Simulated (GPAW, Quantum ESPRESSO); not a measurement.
## Ni K-edge XANES of BeNi (Pm-3m)

Do two independent programs agree on the Ni K edge of BeNi (Pm-3m)? The same cell and functional are run with XSpectra and with GPAW.

Main program and level: Quantum ESPRESSO 7.5; core-hole supercells, plane-wave PAW LDA (first program; GPAW 26.7.0 follows as the second).

This is a report of a sequence of runs, with most program output left out.

**1. Set-up**

It takes space group Pm-3m (No. 221, cubic). Conventional cell: a = 2.587 Å, b = 2.587 Å, c = 2.587 Å, α = 90.00°, β = 90.00°, γ = 90.00°. Ni has 8 Be at 2.24 Å nearest. Nearest to Be lie 8 Ni at 2.24 Å. Farther neighbours are not listed.

**2. The field without a hole (Quantum ESPRESSO)**

A plain self-consistent run shows whether there is a gap and which moments survive; both decide the set-up of the core-hole run.

The PAW data sets are made with ld1.x, with reconstruction data.

The input, scf.in:

```
&control
   calculation='scf', prefix='x', pseudo_dir='../pp', outdir='tmp', tprnfor=.true.
/
&system
   ibrav=0, nat=2, ntyp=2, nbnd=11
   ecutwfc=47, ecutrho=270
   occupations='smearing', smearing='mv', degauss=0.015
   nspin=2
   starting_magnetization(1)=0.20
/
&electrons
   conv_thr=2.0e-08, electron_maxstep=120
   mixing_beta=0.3, mixing_mode='local-TF'
/
ATOMIC_SPECIES
Ni3 1.0 Ni.lda-n-kjpaw.UPF
Be 1.0 Be.lda-n-kjpaw.UPF
CELL_PARAMETERS angstrom
  2.58699959 0.00000000 0.00000000
  0.00000000 2.58699959 0.00000000
  0.00000000 0.00000000 2.58699959
ATOMIC_POSITIONS crystal
Ni3  0.50000000 0.50000000 0.50000000
Be   0.00000000 0.00000000 0.00000000
K_POINTS automatic
10 10 10 0 0 0
```

Started as:

```sh
OMP_NUM_THREADS=1 mpirun --oversubscribe --bind-to none -np 4 pw.x -nk 4 -in scf.in > scf.out
```

Wall time 4.3 s (4 MPI ranks of Arm Neoverse V2, shared host); peak memory 0.06 GiB.

Absorbing atoms carry a label of their own (element plus a letter or digit), as the spectrum program needs them as separate species.

The mesh shows no gap, so the system is treated as a metal and the core electron is put at the Fermi level (neutral cell).

**3. Spectrum without a core hole, Ni atom 1 (Quantum ESPRESSO)**

Without a hole the spectrum is the empty density of states of the right symmetry on the absorber, weighted by matrix elements. It needs only the small cell and serves as the baseline.

The absorber has 8 Be at 2.24 Å and 6 Ni at 2.59 Å (cube and octahedron, as in bcc, site symmetry m-3m).

The input, xspectra.in:

```
&input_xspectra
   calculation='xanes_dipole', edge='K'
   prefix='x', outdir='tmp', xiabs=1, xe0=12.1509
   xonly_plot=.false., x_save_file='xanes.sav'
   xniter=3000, xcheck_conv=20, xerror=0.005
   xcoordcrys=.false., xepsilon(1)=1, xepsilon(2)=0, xepsilon(3)=0
/
&plot
   xnepoint=413, xemin=-10, xemax=45, terminator=.true., cut_occ_states=.true.
   xgamma=0.4
/
&pseudos
   filecore='../Ni.wfc'
/
&cut_occ
   cut_desmooth=0.1, cut_stepl=0.05, cut_stepu=0.05, cut_ierror=1e-5
/
9 9 9 0 0 0
```

Started as:

```sh
OMP_NUM_THREADS=1 mpirun --oversubscribe --bind-to none -np 4 xspectra.x -nk 4 -in xspectra.in > xspectra.out
```

The job ended after 15 s (4 MPI ranks; peak memory 0.13 GiB).

The core hole lives too briefly for so narrow a line (tabulated full width 1.4 eV). The run keeps xgamma small, and the tables are broadened afterwards: Lorentzian half width 0.72 eV up to 4 eV, rising linearly to 1.75 eV at 25 eV (not a setting of the program: the run's 0.4 eV curve was folded afterwards with a further Lorentzian).

The Ni K spectrum, Ni atom 1, no core hole (energy from the energy zero of the input (xe0, at the border of filled and empty states); intensity scaled to a mean of 1 over the first 20 eV; folded afterwards to Lorentzian half width 0.72 eV up to 4 eV, rising linearly to 1.75 eV at 25 eV; the points at xe0, where the cut of filled states can leave a spike, are interpolated):

```
E (eV)  intensity
 -2.00       0.11
 -1.25       0.15
 -0.50       0.25
  0.25       0.45
  1.00       0.60
  1.75       0.61
  2.50       0.58
  3.25       0.56
  4.00       0.50
  4.75       0.56
  5.50       0.74
  6.25       0.80
  7.00       0.79
  7.75       0.84
  8.50       0.87
  9.25       0.82
 10.00       0.88
 10.75       0.92
 11.50       0.87
 12.25       0.87
 13.00       0.96
 13.75       1.06
 14.50       1.17
 15.25       1.27
 16.00       1.41
 16.75       1.58
 17.50       1.67
 18.25       1.78
 19.00       1.95
 19.75       2.10
 20.50       2.13
 21.25       2.12
 22.00       2.17
 22.75       2.26
 23.50       2.27
 24.25       2.14
 25.00       1.91
 25.75       1.66
 26.50       1.47
 27.25       1.36
 28.00       1.32
 28.75       1.33
 29.50       1.35
 30.25       1.36
 31.00       1.38
 31.75       1.39
```

Main maxima below 30 eV (height): 1.3 eV (0.63), 8.3 eV (0.87), 10.7 eV (0.92) and 23.1 eV (2.28). A K edge sees empty p states, which here mix into the lowest empty bands, so that weight starts at the zero.

**4. Supercell without a hole, the energy reference (Quantum ESPRESSO)**

The photon energy needs a difference of total energies, so the cell and mesh of the coming hole run are first run without a hole.

The input, scf.in:

```
&control
   calculation='scf', prefix='x', pseudo_dir='../pp', outdir='tmp', tprnfor=.true.
/
&system
   ibrav=0, nat=18, ntyp=2, nbnd=75
   ecutwfc=47, ecutrho=270
   occupations='smearing', smearing='mv', degauss=0.015
   nspin=2
   starting_magnetization(1)=0.20
/
&electrons
   conv_thr=1.8e-07, electron_maxstep=120
   mixing_beta=0.3, mixing_mode='local-TF'
/
ATOMIC_SPECIES
Ni 1.0 Ni.lda-n-kjpaw.UPF
Be 1.0 Be.lda-n-kjpaw.UPF
CELL_PARAMETERS angstrom
  2.58699959 0.00000000 5.17399918
  -5.17399918 2.58699959 0.00000000
  0.00000000 -5.17399918 2.58699959
ATOMIC_POSITIONS crystal
Ni   0.38888889 0.94444444 0.72222222
Ni   0.83333333 0.16666667 0.83333333
Ni   0.72222222 0.61111111 0.05555556
Ni   0.61111111 0.05555556 0.27777778
Ni   0.27777778 0.38888889 0.94444444
Ni   0.50000000 0.50000000 0.50000000
Ni   0.16666667 0.83333333 0.16666667
Ni   0.05555556 0.27777778 0.38888889
Ni   0.94444444 0.72222222 0.61111111
Be   0.00000000 0.00000000 0.00000000
Be   0.44444444 0.22222222 0.11111111
Be   0.33333333 0.66666667 0.33333333
Be   0.22222222 0.11111111 0.55555556
Be   0.88888889 0.44444444 0.22222222
Be   0.11111111 0.55555556 0.77777778
Be   0.77777778 0.88888889 0.44444444
Be   0.66666667 0.33333333 0.66666667
Be   0.55555556 0.77777778 0.88888889
K_POINTS automatic
5 5 5 0 0 0
```

Started as:

```sh
OMP_NUM_THREADS=1 mpirun --oversubscribe --bind-to none -np 4 pw.x -nk 4 -in scf.in > scf.out
```

Elapsed: 7.2 min, on 4 MPI ranks; peak memory 0.42 GiB; 29 min of CPU time.

Reference energy: -375435.632 eV with the cores included.

**5. The atom with a core hole (Quantum ESPRESSO)**

The final state has one core electron fewer, so a PAW data set is made for an atom with that hole.

The input, Ni.lda-n-kjpaw-1sch.ld1.in:

```
&input
   title='Ni', zed=28., rel=1, iswitch=3, dft='PZ',
   config='1s1 2s2 2p6 3s2 3p6 4s2 4p0 3d9'
/
&inputp
   file_pseudopw='Ni.lda-n-kjpaw-1sch.UPF', author='',
   lpaw=.true.,
   pseudotype=3,
   lloc=-1,
   rcloc=2.1,
   which_augfun='PSQ',
   rmatch_augfun_nc=.true.,
   nlcc=.true.,
   new_core_ps=.true.,
   rcore=1.0,
   tm=.true.,
   zval=11,
   lgipaw_reconstruction=.true., use_paw_as_gipaw=.true.
/
6
4S  1  0  2.00  0.00  1.30  2.20  0.0
4S  1  0  0.00  6.30  1.30  2.20  0.0
4P  2  1  0.00  0.00  1.30  2.20  0.0
4P  2  1  0.00  6.50  1.30  2.20  0.0
3D  3  2  9.00  0.00  1.30  1.80  0.0
3D  3  2  0.00  -0.40  1.30  1.80  0.0
```

Started as:

```sh
ld1.x < Ni.lda-n-kjpaw-1sch.ld1.in > Ni.lda-n-kjpaw-1sch.ld1.out
```

The job ended after 0.69 s (1 MPI rank; peak memory 0.12 GiB).

Removing the core electron and adding it to the valence shell costs the free atom 8342.3 eV.

**6. Supercell with XCH, Ni atom 1 (Quantum ESPRESSO)**

The holes are 5.8 Å apart. The excited electron is kept in the cell, where it fills the lowest empty states and screens the hole.

Changes to scf.in since step 4:

```diff
@@ -4,3 +4,3 @@
 &system
-   ibrav=0, nat=18, ntyp=2, nbnd=75
+   ibrav=0, nat=18, ntyp=3, nbnd=77
    ecutwfc=47, ecutrho=270
@@ -9,2 +9,3 @@
    starting_magnetization(1)=0.20
+   starting_magnetization(2)=0.20
 /
@@ -15,2 +16,3 @@
 ATOMIC_SPECIES
+Ni0 1.0 Ni.lda-n-kjpaw-1sch.UPF
 Ni 1.0 Ni.lda-n-kjpaw.UPF
@@ -22,3 +24,3 @@
 ATOMIC_POSITIONS crystal
-Ni   0.38888889 0.94444444 0.72222222
+Ni0  0.38888889 0.94444444 0.72222222
 Ni   0.83333333 0.16666667 0.83333333
```

Started as:

```sh
OMP_NUM_THREADS=1 mpirun --oversubscribe --bind-to none -np 4 pw.x -nk 4 -in scf.in > scf.out
```

Wall time 8.2 min (4 MPI ranks); peak memory 0.42 GiB.

Energy with the hole: -367091.102 eV, cores included.

**7. Spectrum with XCH, Ni atom 1 (Quantum ESPRESSO)**

The Lanczos recursion gives the spectrum without computing empty bands; each polarisation needs a run of its own on the full k mesh. xe0 is set between filled and empty states, and states below it are cut, here at the Fermi level, which holds the excited electron. The file of filecore holds the core orbital, taken from the hole-free data set.

Changes to xspectra.in since step 3:

```diff
@@ -2,3 +2,3 @@
    calculation='xanes_dipole', edge='K'
-   prefix='x', outdir='tmp', xiabs=1, xe0=12.1509
+   prefix='x', outdir='tmp', xiabs=1, xe0=12.1496
    xonly_plot=.false., x_save_file='xanes.sav'
@@ -17,2 +17,2 @@
 /
-9 9 9 0 0 0
+5 5 5 0 0 0
```

Started as:

```sh
OMP_NUM_THREADS=1 mpirun --oversubscribe --bind-to none -np 4 xspectra.x -nk 4 -in xspectra.in > xspectra.out
```

The job ended after 3.2 min (4 MPI ranks; peak memory 0.14 GiB).

The Ni K spectrum, Ni atom 1, excited-electron core hole (neutral cell) (energy from the energy zero of the input (xe0, at the border of filled and empty states); intensity scaled to a mean of 1 over the first 20 eV; folded afterwards to Lorentzian half width 0.72 eV up to 4 eV, rising linearly to 1.75 eV at 25 eV; the points at xe0, where the cut of filled states can leave a spike, are interpolated):

```csv
E (eV),intensity
-2.0,0.10
-1.5,0.12
-1.0,0.16
-0.5,0.23
0.0,0.35
0.5,0.48
1.0,0.56
1.5,0.57
2.0,0.58
2.5,0.57
3.0,0.53
3.5,0.49
4.0,0.49
4.5,0.54
5.0,0.62
5.5,0.73
6.0,0.78
6.5,0.78
7.0,0.79
7.5,0.80
8.0,0.82
8.5,0.84
9.0,0.86
9.5,0.86
10.0,0.86
10.5,0.86
11.0,0.86
11.5,0.88
12.0,0.91
12.5,0.95
13.0,0.99
13.5,1.04
14.0,1.11
14.5,1.20
15.0,1.29
15.5,1.38
16.0,1.47
16.5,1.56
17.0,1.65
17.5,1.74
18.0,1.81
18.5,1.86
19.0,1.91
19.5,1.96
20.0,2.00
20.5,2.04
21.0,2.06
21.5,2.07
22.0,2.07
22.5,2.07
23.0,2.04
23.5,1.98
24.0,1.88
24.5,1.77
25.0,1.64
25.5,1.50
26.0,1.38
26.5,1.28
27.0,1.21
27.5,1.17
28.0,1.16
28.5,1.16
29.0,1.18
29.5,1.20
30.0,1.22
30.5,1.24
31.0,1.26
31.5,1.27
32.0,1.28
```

Main maxima below 30 eV (height): 2.1 eV (0.58) and 22.3 eV (2.08). 

The total-energy difference is 8344.53 eV. One term is added: -28.76 eV, since the hole is spin-paired here and a spin-polarised one costs that much less in the free atom (computed apart). The photon energy is then 8315.77 eV. The tabulated edge of the element is 8333 eV. The functional leaves an error in such absolute values: in the free atom LDA prices this hole 17.6 eV below PBE (computed apart), and PBE is itself good to a few eV.

**8. Quadrupole spectrum with XCH, Ni atom 1 (Quantum ESPRESSO)**

Pre-edge features of transition metals can come from s→d transitions, which the dipole operator misses, so the quadrupole term is computed on the same field.

Changed against the first core-hole run: operator from dipole to quadrupole.

The input, xspectra.in:

```
&input_xspectra
   calculation='xanes_quadrupole', edge='K'
   prefix='x', outdir='tmp', xiabs=1, xe0=12.1496
   xonly_plot=.false., x_save_file='xanes.sav'
   xniter=3000, xcheck_conv=20, xerror=0.005
   xcoordcrys=.false., xepsilon(1)=1, xepsilon(2)=0, xepsilon(3)=0
   xkvec(1)=0, xkvec(2)=1, xkvec(3)=0
/
&plot
   xnepoint=226, xemin=-8, xemax=22, terminator=.true., cut_occ_states=.true.
   xgamma=0.4
/
&pseudos
   filecore='../Ni.wfc'
/
&cut_occ
   cut_desmooth=0.1, cut_stepl=0.05, cut_stepu=0.05, cut_ierror=1e-5
/
5 5 5 0 0 0
```

The job ended after 3.7 min (4 MPI ranks; peak memory 0.14 GiB; 15 min of CPU time).

Dipole and quadrupole parts on one scale (eps x, k y):

| E (eV) | dipole | quadrupole × 20 |
| --- | --- | --- |
| -3.0 | 0.08 | 0.00 |
| -2.0 | 0.10 | 0.00 |
| -1.0 | 0.16 | 0.00 |
| 0.0 | 0.35 | 0.02 |
| 1.0 | 0.56 | 0.03 |
| 2.0 | 0.58 | 0.03 |
| 3.0 | 0.53 | 0.02 |
| 4.0 | 0.49 | 0.02 |
| 5.0 | 0.62 | 0.05 |
| 6.0 | 0.78 | 0.12 |
| 7.0 | 0.79 | 0.08 |
| 8.0 | 0.82 | 0.06 |
| 9.0 | 0.86 | 0.06 |
| 10.0 | 0.86 | 0.05 |
| 11.0 | 0.86 | 0.04 |
| 12.0 | 0.91 | 0.02 |
| 13.0 | 0.99 | 0.02 |
| 14.0 | 1.11 | 0.02 |
| 15.0 | 1.29 | 0.01 |
| 16.0 | 1.47 | 0.01 |
| 17.0 | 1.65 | 0.01 |
| 18.0 | 1.81 | 0.01 |
| 19.0 | 1.91 | 0.01 |
| 20.0 | 2.00 | 0.01 |
| 21.0 | 2.06 | 0.01 |
| 22.0 | 2.07 | 0.01 |

**9. Ground state of the crystal (GPAW)**

The second program starts from its own ground state, on the same cell and functional.

The input, scf.py:

```python
import numpy as np
from ase import Atoms
from ase.parallel import parprint, paropen
from gpaw import GPAW, PW, FermiDirac, Mixer, MixerDif, setup_paths
from gpaw.test import gen
setup_paths.insert(0, '.')
gen('Ni', name='nch1s', xcname='LDA', corehole=(1, 0, 0), write_xml=True)
from gpaw.mpi import world
world.barrier()

atoms = Atoms('NiBe',
    cell=[[2.58699959, 0, 0],
     [0, 2.58699959, 0],
     [0, 0, 2.58699959]],
    scaled_positions=[[0.5, 0.5, 0.5],
     [0, 0, 0]],
    magmoms=[2.0, 0.0],
    pbc=True)
atoms.calc = calc = GPAW(legacy_gpaw=True, mode=PW(500, force_complex_dtype=True), xc='LDA', setups={0: 'nch1s'},
    kpts={'size': (9, 9, 9), 'gamma': True}, occupations=FermiDirac(0.05),
    charge=0, mixer=MixerDif(0.05, 8, 50), maxiter=150,
    convergence={'density': 0.0001, 'eigenstates': 1e-6}, txt='scf.txt')
energy = atoms.get_potential_energy() + calc.get_reference_energy()
ef = calc.get_fermi_level()
out = dict(energy=energy, fermi=ef, forces=atoms.get_forces().tolist(), magmoms=atoms.get_magnetic_moments().tolist())
parprint(f'all-electron energy {energy:.4f} eV, Fermi level {ef:.4f} eV')
ev = np.array([[calc.get_eigenvalues(k, s) for k in range(len(calc.get_ibz_k_points()))] for s in range(calc.get_number_of_spins())])
out['homo'], out['lumo'], out['counts'] = ev[ev < ef].max(), ev[ev > ef].min(), sorted(set((ev < ef).sum((0, 2)).tolist()))
out['filled'] = (ev[:, 0] < ef).sum(1).tolist()
import json
with paropen('out.json', 'w') as f:
    json.dump(out, f)
```

Started as:

```sh
OMP_NUM_THREADS=1 mpirun -n 4 gpaw python scf.py
```

Run time: 5 s. Hardware: 4 MPI ranks; peak memory 0.17 GiB; 19 s of CPU time.

The mesh shows no gap, so the system is treated as a metal and the core electron is put at the Fermi level (neutral cell).

**10. Spectrum without a core hole, Ni atom 1 (GPAW)**

This cheap baseline ignores the attraction of the hole: it shows the absorber's empty states as they are in the ground state. The data set with a hole of occupation 0 only carries the core orbital.

The input, xas.py:

```python
import numpy as np
from ase import Atoms
from ase.parallel import parprint, paropen
from gpaw import GPAW, PW, FermiDirac, Mixer, MixerDif, setup_paths
from gpaw.test import gen
setup_paths.insert(0, '.')
gen('Ni', name='nch1s', xcname='LDA', corehole=(1, 0, 0), write_xml=True)
from gpaw.mpi import world
world.barrier()

atoms = Atoms('NiBe',
    cell=[[2.58699959, 0, 0],
     [0, 2.58699959, 0],
     [0, 0, 2.58699959]],
    scaled_positions=[[0.5, 0.5, 0.5],
     [0, 0, 0]],
    magmoms=[2.0, 0.0],
    pbc=True)
atoms.calc = calc = GPAW(legacy_gpaw=True, mode=PW(500, force_complex_dtype=True), xc='LDA', setups={0: 'nch1s'},
    kpts={'size': (13, 13, 13), 'gamma': True}, occupations=FermiDirac(0.1),
    charge=0, mixer=MixerDif(0.05, 8, 50), maxiter=150,
    convergence={'density': 0.0001, 'eigenstates': 1e-6}, txt='scf.txt')
energy = atoms.get_potential_energy() + calc.get_reference_energy()
ef = calc.get_fermi_level()
out = dict(energy=energy, fermi=ef, forces=atoms.get_forces().tolist(), magmoms=atoms.get_magnetic_moments().tolist())
parprint(f'all-electron energy {energy:.4f} eV, Fermi level {ef:.4f} eV')
ev = np.array([[calc.get_eigenvalues(k, s) for k in range(len(calc.get_ibz_k_points()))] for s in range(calc.get_number_of_spins())])
out['homo'], out['lumo'], out['counts'] = ev[ev < ef].max(), ev[ev > ef].min(), sorted(set((ev < ef).sum((0, 2)).tolist()))
out['filled'] = (ev[:, 0] < ef).sum(1).tolist()

from ase.units import Ha
from gpaw.xas import dipole_matrix_elements
nb = int(calc.get_number_of_electrons() / 2) + 19
top = nb
nscf = calc.fixed_density(kpts={'size': (8, 8, 8), 'gamma': True},
    convergence={'eigenstates': 1.0}, txt='nscf.txt')
nscf.diagonalize_full_hamiltonian(nbands=nb)
cell = atoms.cell.array
ops = [cell.T @ U.T @ np.linalg.inv(cell.T) for U in nscf.wfs.kd.symmetry.op_scc]
E = np.arange(-25, 34, 0.1)
fwhm = np.interp(E, [4, 25], [1.44, 3.5])
Y, X, zero, highest = 0, 0, 1e9, 1e9
for spin in range(nscf.get_number_of_spins()):
    wfs = nscf.wfs
    A = dipole_matrix_elements(wfs.setups[0])
    eps = np.zeros((wfs.kd.nibzkpts, nb))
    d = np.zeros((3, A.shape[1], wfs.kd.nibzkpts, nb), complex)
    for kpt in wfs.kpt_u:
        if kpt.s == spin and 0 in kpt.P_ani:
            eps[kpt.k] = kpt.eps_n * Ha
            d[:, :, kpt.k] = (kpt.weight * wfs.nspins / 2) ** 0.5 * np.inner(A, kpt.P_ani[0])
    world.sum(eps)
    world.sum(d)
    T = np.einsum('amkn,bmkn->abkn', d, d.conj()).real
    T = sum(np.einsum('ai,ijkn,bj->abkn', R, T, R) for R in ops) / len(ops)
    empty = eps > ef
    zero, highest = min(zero, eps[empty].min()), min(highest, eps[:, top - 1].min())
    lines = [(eps, T, empty)] if spin == 0 else lines + [(eps, T, empty)]
for eps, T, empty in lines:
    f = np.einsum('aakn->akn', T).reshape(3, -1)
    x = eps.ravel() - zero
    w = np.interp(x, E, fwhm) / 2.35482
    g = np.exp(-0.5 * ((E[:, None] - x) / w) ** 2) / (w * (2 * np.pi) ** 0.5)
    Y = Y + (f * empty.ravel()) @ g.T
    X = X + (f * ~empty.ravel()) @ g.T
out.update(E=E.round(2).tolist(), xas=Y.tolist(), xes=X.tolist(), zero=zero, valid=highest - zero, nk=len(eps), nb=nb)
for i in range(0, len(E), 10):
    parprint(f'{E[i]:7.2f}', *(f'{v:10.3e}' for v in Y[:, i]))
import json
with paropen('out.json', 'w') as f:
    json.dump(out, f)
```

Started as:

```sh
OMP_NUM_THREADS=1 mpirun -n 4 gpaw python xas.py
```

Run time: 10 s. Hardware: 4 MPI ranks; peak memory 0.22 GiB; 41 s of CPU time.

The Ni K spectrum, Ni atom 1, no core hole (energy from the lowest empty level; intensity scaled to a mean of 1 over the first 20 eV):

| E (eV) | intensity |
| --- | --- |
| -2.0 | 0.00 |
| -1.0 | 0.02 |
| 0.0 | 0.37 |
| 1.0 | 0.87 |
| 2.0 | 0.75 |
| 3.0 | 0.69 |
| 4.0 | 0.37 |
| 5.0 | 0.57 |
| 6.0 | 0.93 |
| 7.0 | 0.95 |
| 8.0 | 0.76 |
| 9.0 | 0.92 |
| 10.0 | 0.90 |
| 11.0 | 0.77 |
| 12.0 | 0.76 |
| 13.0 | 0.80 |
| 14.0 | 0.95 |
| 15.0 | 1.18 |
| 16.0 | 1.35 |
| 17.0 | 1.45 |
| 18.0 | 1.71 |
| 19.0 | 2.03 |
| 20.0 | 2.14 |
| 21.0 | 2.14 |
| 22.0 | 2.20 |
| 23.0 | 2.28 |
| 24.0 | 2.18 |
| 25.0 | 1.82 |
| 26.0 | 1.35 |
| 27.0 | 0.98 |
| 28.0 | 0.85 |
| 29.0 | 0.89 |
| 30.0 | 1.02 |
| 31.0 | 1.11 |
| 32.0 | 1.14 |

Main maxima below 30 eV (height): 1.0 eV (0.87), 2.5 eV (0.79), 6.6 eV (1.00), 9.4 eV (0.96) and 23.1 eV (2.28). 

The same matrix elements for filled bands give the Ni K emission of Ni atom 1 (ground-state approximation; energy from the lowest empty level, largest value 1):

```csv
E (eV),emission
-24.00,0.00
-23.25,0.00
-22.50,0.00
-21.75,0.00
-21.00,0.00
-20.25,0.00
-19.50,0.00
-18.75,0.00
-18.00,0.00
-17.25,0.00
-16.50,0.00
-15.75,0.00
-15.00,0.00
-14.25,0.00
-13.50,0.00
-12.75,0.00
-12.00,0.00
-11.25,0.00
-10.50,0.01
-9.75,0.04
-9.00,0.10
-8.25,0.18
-7.50,0.27
-6.75,0.36
-6.00,0.48
-5.25,0.77
-4.50,0.96
-3.75,0.99
-3.00,0.89
-2.25,0.79
-1.50,0.66
-0.75,0.51
0.00,0.25
0.75,0.05
1.50,0.00
2.25,0.00
3.00,0.00
```

Emission maxima: -4.0 eV (1.00).

(Continued in part 2 of 2.)

[Logs are printed without paths, hosts, clocks, repeated set-up lines and the standing remarks that a program may print on its own settings, such as how far it seeks lower states.]

[Hosts, paths, dates, database ids (printed as entryN), source tags and the programs' standing remarks are cut or masked in the printed files.]

[Lists of maxima count a maximum above −3 eV only where it reaches 4 % of the highest in the window and stands out from its surroundings by 2 % of it (1.5 % where it reaches 55 %); shoulders and weaker maxima are passed over, and of the rest the first, up to two pre-edge ones and the few strongest are named.]
